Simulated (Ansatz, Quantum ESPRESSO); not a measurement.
# Re(0001), 6 layers: vacuum level and surface dipole, part 6 of 6

Wanted: work functions and the surface dipole of Re(0001), 6 layers at several levels, with their cost.

Quantum ESPRESSO 7.5; plane-wave DFT, PBE, GBRV ultrasoft pseudopotentials; geometry and cross-check by Ansatz 0.2.0 with PAW datasets.

So far. Step 12 (Electrostatic potential): The upper face goes from 4.962 eV (PBE, GBRV) to 5.057 eV, a change of +0.095 eV. Step 14 (Potential by pp.x): The upper face goes from 4.962 eV (PBE, GBRV) to 4.815 eV, a change of -0.147 eV.

## Step 17: SCF with pw.x, with no smearing, no degauss and occupations = fixed

Another try, with an input changed as a hurried user might.

esm.bad.in

```
&control
  prefix = 'esm.bad'
  outdir = './out'
  pseudo_dir = './pseudo'
  calculation = 'scf'
  tprnfor = .true.
/
&system
  ibrav = 0
  nat = 6
  ntyp = 1
  ecutwfc = 40
  ecutrho = 200
  occupations = 'fixed'
  assume_isolated = 'esm'
  esm_bc = 'bc1'
/
&electrons
  conv_thr = 1e-07
  mixing_beta = 0.4
  electron_maxstep = 60
  mixing_mode = 'local-TF'
/
ATOMIC_SPECIES
  Re  186.2070  re_pbe_v1.2.uspp.F.UPF
CELL_PARAMETERS angstrom
  2.75999999997399 0.00000000000000 0.00000000000000
  1.37999999998699 2.39023011442253 0.00000000000000
  0.00000000000000 0.00000000000000 27.14350000000000
ATOMIC_POSITIONS crystal
  Re  0.666666666667 0.666666666667 -0.204585848752
  Re  0.000000000000 -0.000000000000 -0.126546047583
  Re  0.666666666667 0.666666666667 -0.041054034810
  Re  0.000000000000 0.000000000000 0.041054020590
  Re  0.666666666667 0.666666666667 0.126546106725
  Re  0.000000000000 -0.000000000000 0.204585848752
K_POINTS automatic
  12 12 1 0 0 0
```

Launch:

```sh
> OMP_NUM_THREADS=1 mpirun -n 4 pw.x -nk 4 -in esm.bad.in > esm.bad.out
```

The program printed:

```text
[banner, memory and clock lines left out]
Program PWSCF v.7.5 starts

          URL

     Message from routine setup:
     using ibrav=0 with symmetry is DISCOURAGED, use correct ibrav instead

     G-vector sticks info

     bravais-lattice index     =            0
     lattice parameter (alat)  =       5.2156  a.u.
     unit-cell volume          =    1208.4015 (a.u.)^3
     number of atoms/cell      =            6
     number of atomic types    =            1
     number of electrons       =        90.00
     number of Kohn-Sham states=           45
     kinetic-energy cutoff     =      40.0000  Ry
     charge density cutoff     =     200.0000  Ry
     scf convergence threshold =      1.0E-07
     mixing beta               =       0.4000
     number of iterations used =            8  local-TF  mixing
     Exchange-correlation= SLA  PW   PBE  PBE
                           (   1   4   3   4   0   0   0)

     Effective Screening Medium Method
     Boundary Conditions: Vacuum-Slab-Vacuum
     total charge in unit cell        =   0.0000
     grid points for fit at edges     =        4

     celldm(1)=   5.215644  celldm(2)=   0.000000  celldm(3)=   0.000000
     celldm(4)=   0.000000  celldm(5)=   0.000000  celldm(6)=   0.000000

     crystal axes: (cart. coord. in units of alat)
               a(1) = (   1.000000   0.000000   0.000000 )
               a(2) = (   0.500000   0.866025   0.000000 )
               a(3) = (   0.000000   0.000000   9.834601 )

     reciprocal axes: (cart. coord. in units 2 pi/alat)
               b(1) = (  1.000000 -0.577350  0.000000 )
               b(2) = (  0.000000  1.154701  0.000000 )
               b(3) = (  0.000000  0.000000  0.101682 )

     PseudoPot. # 1 for Re read from file:
     ./pseudo/re_pbe_v1.2.uspp.F.UPF
     Pseudo is Ultrasoft + core correction, Zval = 15.0
     Generated by new atomic code, or converted to UPF format
     Using radial grid of  981 points,  8 beta functions with:
                l(1) =   0
                l(2) =   0
                l(3) =   1
                l(4) =   1
                l(5) =   2
                l(6) =   2
                l(7) =   3
                l(8) =   3
     Q(r) pseudized with  8 coefficients,  rinner =    1.150   1.150   1.150
                                                       1.150   1.150   1.150
                                                       1.150

     atomic species   valence    mass     pseudopotential
     Re               15.00   186.20700     Re( 1.00)

     12 Sym. Ops., with inversion, found ( 6 have fractional translation)

   Cartesian axes

     site n.     atom                  positions (alat units)
         1        Re     tau(   1) = (   1.0000000   0.5773503  -2.0120203  )
         2        Re     tau(   2) = (   0.0000000   0.0000000  -1.2445299  )
[...]
total energy              =   -1143.70589450 Ry
     estimated scf accuracy    <       0.00037039 Ry

     iteration # 53     ecut=    40.00 Ry     beta= 0.40
     Davidson diagonalization with overlap
     ethr =  4.12E-07,  avg # of iterations =  5.4

     negative rho (up, down):  8.025E-01 0.000E+00

     total energy              =   -1143.70575426 Ry
     estimated scf accuracy    <       0.00017059 Ry

     iteration # 54     ecut=    40.00 Ry     beta= 0.40
     Davidson diagonalization with overlap
     c_bands:  2 eigenvalues not converged
     ethr =  1.90E-07,  avg # of iterations =  5.0

     negative rho (up, down):  8.025E-01 0.000E+00

     total energy              =   -1143.70575867 Ry
     estimated scf accuracy    <       0.00031579 Ry

     iteration # 55     ecut=    40.00 Ry     beta= 0.40
     Davidson diagonalization with overlap
     c_bands:  1 eigenvalues not converged
     ethr =  1.90E-07,  avg # of iterations =  5.2

     negative rho (up, down):  8.024E-01 0.000E+00

     total energy              =   -1143.70578323 Ry
     estimated scf accuracy    <       0.00054065 Ry

     iteration # 56     ecut=    40.00 Ry     beta= 0.40
     Davidson diagonalization with overlap
     ethr =  1.90E-07,  avg # of iterations =  1.1

     negative rho (up, down):  8.024E-01 0.000E+00

     total energy              =   -1143.70579849 Ry
     estimated scf accuracy    <       0.00049053 Ry

     iteration # 57     ecut=    40.00 Ry     beta= 0.40
     Davidson diagonalization with overlap
     ethr =  1.90E-07,  avg # of iterations =  1.0

     negative rho (up, down):  8.024E-01 0.000E+00

     total energy              =   -1143.70580327 Ry
     estimated scf accuracy    <       0.00051272 Ry

     iteration # 58     ecut=    40.00 Ry     beta= 0.40
     Davidson diagonalization with overlap
     ethr =  1.90E-07,  avg # of iterations =  1.0

     negative rho (up, down):  8.024E-01 0.000E+00

     total energy              =   -1143.70575731 Ry
     estimated scf accuracy    <       0.00049065 Ry

     iteration # 59     ecut=    40.00 Ry     beta= 0.40
     Davidson diagonalization with overlap
     c_bands:  4 eigenvalues not converged
     c_bands:  2 eigenvalues not converged
     ethr =  1.90E-07,  avg # of iterations = 12.9

     negative rho (up, down):  8.024E-01 0.000E+00

     total energy              =   -1143.70581194 Ry
     estimated scf accuracy    <       0.00007244 Ry

     iteration # 60     ecut=    40.00 Ry     beta= 0.40
     Davidson diagonalization with overlap
     c_bands:  2 eigenvalues not converged
     c_bands:  1 eigenvalues not converged
     ethr =  8.05E-08,  avg # of iterations =  9.4

     negative rho (up, down):  8.024E-01 0.000E+00

     total energy              =   -1143.70584736 Ry
     estimated scf accuracy    <       0.00008170 Ry

     End of self-consistent calculation

     convergence NOT achieved after  60 iterations: stopping

     XML data file, charge density

                                        0.00s GPU  (    3091 calls)

Note: The following floating-point exceptions are signalling: IEEE_DIVIDE_BY_ZERO IEEE_UNDERFLOW_FLAG IEEE_DENORMAL
Note: The following floating-point exceptions are signalling: IEEE_DIVIDE_BY_ZERO IEEE_UNDERFLOW_FLAG IEEE_DENORMAL
Note: The following floating-point exceptions are signalling: IEEE_DIVIDE_BY_ZERO IEEE_UNDERFLOW_FLAG IEEE_DENORMAL
Note: The following floating-point exceptions are signalling: IEEE_DIVIDE_BY_ZERO IEEE_UNDERFLOW_FLAG IEEE_DENORMAL
```

Wall time 4.3 min (4 MPI ranks of Intel Xeon Platinum 8488C (Sapphire Rapids), shared host); peak memory 0.94 GiB.

The run ended without convergence. The estimated SCF accuracy went from 1.14 Ry in the first cycle kept to 7.24e-05 Ry at best and 8.17e-05 Ry in the last. The change made on purpose: fixed occupations for a metal.

More iterations help only where the error still falls; otherwise the mixing, the start or the set-up has to change.

## Step 18: Worked from the printed numbers

In the first self-consistent run, on its own zero, the Fermi level is 9.544 eV and the upper vacuum level 14.506 eV: φ = 14.506 − (9.544) = 4.962 eV.

## Step 19: Summary of results

| Item | Value |
| --- | --- |
| work function of the upper face, PBE, GBRV | 4.96 eV |
| work function of the lower face, PBE, GBRV | 4.96 eV |
| upper face by ESM | 4.96 eV |
| upper face by Ansatz | 4.96 eV |

**Reading.** At the first level (PBE, GBRV ultrasoft) the work function comes to 4.96 eV on both faces. ESM differs from the periodic treatment by +1 meV on the upper face and +1 meV on the lower. Over the levels tried the upper face spans 4.81 eV (QE RPBE GBRV ultrasoft, periodic) to 5.08 eV (QE PBEsol PseudoDojo norm-conserving, periodic). Quantum ESPRESSO and Ansatz give 4.96 and 4.96 eV for the upper face, which agree. Ansatz ran with Fermi-Dirac smearing of 0.1 eV against cold smearing of 0.02 Ry, which alone can move a level by some tens of meV. With 12×12 points and so few layers the values hold to some 0.05 to 0.1 eV. The slab is cut at a tabulated measured bulk lattice constant, given to two decimals. Spin-orbit coupling is left out; depending on the atoms that carry the levels of interest, it can split and shift them by tenths of an eV to an eV or more.

Calculation against experiment:

| quantity | measured | QE PBE GBRV | QE PBE GBRV, ESM bc1 | QE PBEsol PseudoDojo | QE Wu-Cohen GBRV | QE RPBE GBRV | Ansatz PBE PAW |
| --- | --- | --- | --- | --- | --- | --- | --- |
| work function (clean (0001) face) (eV) | 5.15 | 4.96 (-0.19 eV) | 4.96 (-0.19 eV) | 5.08 (-0.07 eV) | 5.06 (-0.09 eV) | 4.81 (-0.34 eV) | 4.96 (-0.19 eV) |

Measured values from arxiv:1902.07811 (2019).

How well it matches: For the work function, of the levels listed nearest comes QE PBEsol PseudoDojo (-0.07 eV, good agreement) and farthest QE RPBE GBRV (-0.34 eV, fair agreement). The grades are ours: good and fair within 3 and 7 % for the work function. Other measurements of the same face can differ from the value quoted by 0.1 to 0.2 eV.

[Logs are printed without paths, hosts, clocks, repeated set-up lines and the standing remarks that a program may print on its own settings, such as how far it seeks lower states.]

[Hosts, paths, dates, database ids (printed as entryN), source tags and the programs' standing remarks are cut or masked in the printed files.]

[Maps of the electrostatic potential energy from Ansatz leave out the sawtooth potential of an applied field or a dipole correction, so their vacuum need not be flat; planar profiles and work functions include it.]
